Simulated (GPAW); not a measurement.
Consider Mo on a W site in BW.

```cif
data_structure
_symmetry_space_group_name_H-M 'P 1'
_symmetry_Int_Tables_number 1
_cell_length_a 7.0405
_cell_length_b 7.0753
_cell_length_c 7.0753
_cell_angle_alpha 73.657
_cell_angle_beta 65.811
_cell_angle_gamma 65.811
_cell_volume 290.53
loop_
_atom_site_label
_atom_site_type_symbol
_atom_site_fract_x
_atom_site_fract_y
_atom_site_fract_z
_atom_site_occupancy
Mo1 Mo 0.96429 0.21313 0.50116 1
W2 W 0.24961 0.35512 0.64490 1
W3 W 0.53625 0.49751 0.78728 1
W4 W 0.10691 0.78382 0.07353 1
W5 W 0.82166 0.64075 0.93047 1
W6 W 0.39232 0.92700 0.21678 1
W7 W 0.67896 0.06938 0.35917 1
W8 W 0.17862 0.35894 0.06962 1
W9 W 0.46429 0.50185 0.21244 1
W10 W 0.74995 0.64467 0.35535 1
W11 W 0.32196 0.93007 0.64101 1
W12 W 0.03559 0.78730 0.49795 1
W13 W 0.60662 0.07328 0.78422 1
W14 W 0.89299 0.21634 0.92699 1
B15 B 0.96429 0.91810 0.79618 1
B16 B 0.25003 0.06125 0.93864 1
B17 B 0.53571 0.20413 0.08172 1
B18 B 0.10698 0.48979 0.36754 1
B19 B 0.82159 0.34674 0.22450 1
B20 B 0.39286 0.63256 0.51015 1
B21 B 0.67854 0.77565 0.65304 1
B22 B 0.17843 0.65321 0.77552 1
B23 B 0.46429 0.79602 0.91826 1
B24 B 0.75014 0.93876 0.06107 1
B25 B 0.32160 0.22451 0.34663 1
B26 B 0.03573 0.08189 0.20371 1
B27 B 0.60697 0.36766 0.48978 1
B28 B 0.89284 0.51058 0.63240 1
```

Absorber: atom 1, with 4 B at 2.32 Å, 2 B at 2.35 Å and 1 B at 2.50 Å (7-fold; the defect atom itself). Method: GPAW, LDA, excited-electron core hole (neutral cell), 28-atom cell with 7.0 Å between holes, 5×5×5 k points, dipole transitions, Gaussian full width 1.78 eV up to 4 eV, rising linearly to 3.5 eV at 25 eV, without spin-orbit coupling.

**Question.** Where do the maxima of the Mo L₃ edge fall?

Main maxima up to 27 eV above the zero (height): 1.2 eV (3.44), 4.6 eV (1.48) and 22.6 eV (0.58). At an L edge the dipole rule selects empty d (and weakly s) states on the absorber, and the strong line at the onset measures the empty part of its d band. 

The Mo L₃ spectrum (energy from the lowest empty level; intensity scaled to a mean of 1 over the first 20 eV):

| E (eV) | isotropic | ε ∥ x | ε ∥ y | ε ∥ z |
| --- | --- | --- | --- | --- |
| -2.0 | 0.02 | 0.02 | 0.02 | 0.01 |
| -1.5 | 0.10 | 0.10 | 0.10 | 0.09 |
| -1.0 | 0.36 | 0.38 | 0.37 | 0.33 |
| -0.5 | 1.00 | 1.07 | 0.99 | 0.93 |
| 0.0 | 1.95 | 2.10 | 1.90 | 1.84 |
| 0.5 | 2.88 | 3.10 | 2.77 | 2.78 |
| 1.0 | 3.40 | 3.59 | 3.26 | 3.36 |
| 1.5 | 3.32 | 3.35 | 3.23 | 3.37 |
| 2.0 | 2.80 | 2.66 | 2.80 | 2.93 |
| 2.5 | 2.11 | 1.92 | 2.17 | 2.25 |
| 3.0 | 1.60 | 1.48 | 1.64 | 1.67 |
| 3.5 | 1.40 | 1.44 | 1.39 | 1.36 |
| 4.0 | 1.42 | 1.60 | 1.37 | 1.28 |
| 4.5 | 1.48 | 1.71 | 1.42 | 1.29 |
| 5.0 | 1.44 | 1.65 | 1.40 | 1.28 |
| 5.5 | 1.31 | 1.44 | 1.27 | 1.22 |
| 6.0 | 1.15 | 1.20 | 1.10 | 1.15 |
| 6.5 | 1.01 | 1.00 | 0.95 | 1.09 |
| 7.0 | 0.91 | 0.85 | 0.84 | 1.03 |
| 7.5 | 0.81 | 0.73 | 0.76 | 0.94 |
| 8.0 | 0.72 | 0.64 | 0.69 | 0.82 |
| 8.5 | 0.64 | 0.58 | 0.64 | 0.71 |
| 9.0 | 0.60 | 0.56 | 0.61 | 0.62 |
| 9.5 | 0.57 | 0.54 | 0.60 | 0.57 |
| 10.0 | 0.56 | 0.54 | 0.60 | 0.53 |
| 10.5 | 0.55 | 0.53 | 0.60 | 0.50 |
| 11.0 | 0.53 | 0.52 | 0.60 | 0.48 |
| 11.5 | 0.52 | 0.51 | 0.59 | 0.47 |
| 12.0 | 0.51 | 0.49 | 0.57 | 0.46 |
| 12.5 | 0.49 | 0.47 | 0.54 | 0.44 |
| 13.0 | 0.46 | 0.45 | 0.51 | 0.43 |
| 13.5 | 0.45 | 0.43 | 0.49 | 0.42 |
| 14.0 | 0.43 | 0.41 | 0.47 | 0.42 |
| 14.5 | 0.43 | 0.41 | 0.45 | 0.42 |
| 15.0 | 0.43 | 0.41 | 0.44 | 0.43 |
| 15.5 | 0.43 | 0.42 | 0.43 | 0.44 |
| 16.0 | 0.43 | 0.43 | 0.41 | 0.45 |
| 16.5 | 0.43 | 0.43 | 0.39 | 0.46 |
| 17.0 | 0.42 | 0.44 | 0.37 | 0.46 |
| 17.5 | 0.42 | 0.45 | 0.36 | 0.47 |
| 18.0 | 0.43 | 0.46 | 0.35 | 0.47 |
| 18.5 | 0.43 | 0.47 | 0.36 | 0.47 |
| 19.0 | 0.44 | 0.48 | 0.37 | 0.46 |
| 19.5 | 0.45 | 0.49 | 0.39 | 0.46 |
| 20.0 | 0.47 | 0.51 | 0.42 | 0.47 |
| 20.5 | 0.49 | 0.53 | 0.46 | 0.50 |
| 21.0 | 0.52 | 0.55 | 0.49 | 0.53 |
| 21.5 | 0.55 | 0.57 | 0.53 | 0.56 |
| 22.0 | 0.57 | 0.57 | 0.56 | 0.58 |
| 22.5 | 0.58 | 0.56 | 0.58 | 0.60 |
| 23.0 | 0.58 | 0.54 | 0.59 | 0.60 |
| 23.5 | 0.57 | 0.51 | 0.60 | 0.59 |
| 24.0 | 0.55 | 0.49 | 0.60 | 0.57 |
| 24.5 | 0.54 | 0.46 | 0.60 | 0.55 |
| 25.0 | 0.53 | 0.45 | 0.60 | 0.54 |
| 25.5 | 0.52 | 0.43 | 0.59 | 0.52 |
| 26.0 | 0.51 | 0.43 | 0.59 | 0.51 |
| 26.5 | 0.50 | 0.43 | 0.58 | 0.49 |
| 27.0 | 0.50 | 0.44 | 0.58 | 0.49 |
| 27.5 | 0.50 | 0.45 | 0.58 | 0.48 |

Only the L₃ part is meant: spin–orbit coupling of the core level isn't computed and the L₂ copy isn't added. The script folds with a Gaussian, whereas the core hole's own line is a Lorentzian, so the onset is too steep and the first peak too high. In so small a cell the defects form an ordered array, and no site is far from one.

[Banner, clock and machine lines of the logs are left out without a mark of their own.]

[Logs are printed without paths, hosts, clocks, repeated set-up lines and the standing remarks that a program may print on its own settings, such as how far it seeks lower states.]

[Hosts, paths, dates, database ids (printed as entryN), source tags and the programs' standing remarks are cut or masked in the printed files.]

[Lists of maxima count a maximum above −3 eV only where it reaches 4 % of the highest in the window and stands out from its surroundings by 2 % of it (1.5 % where it reaches 55 %); shoulders and weaker maxima are passed over, and of the rest the first, up to two pre-edge ones and the few strongest are named.]
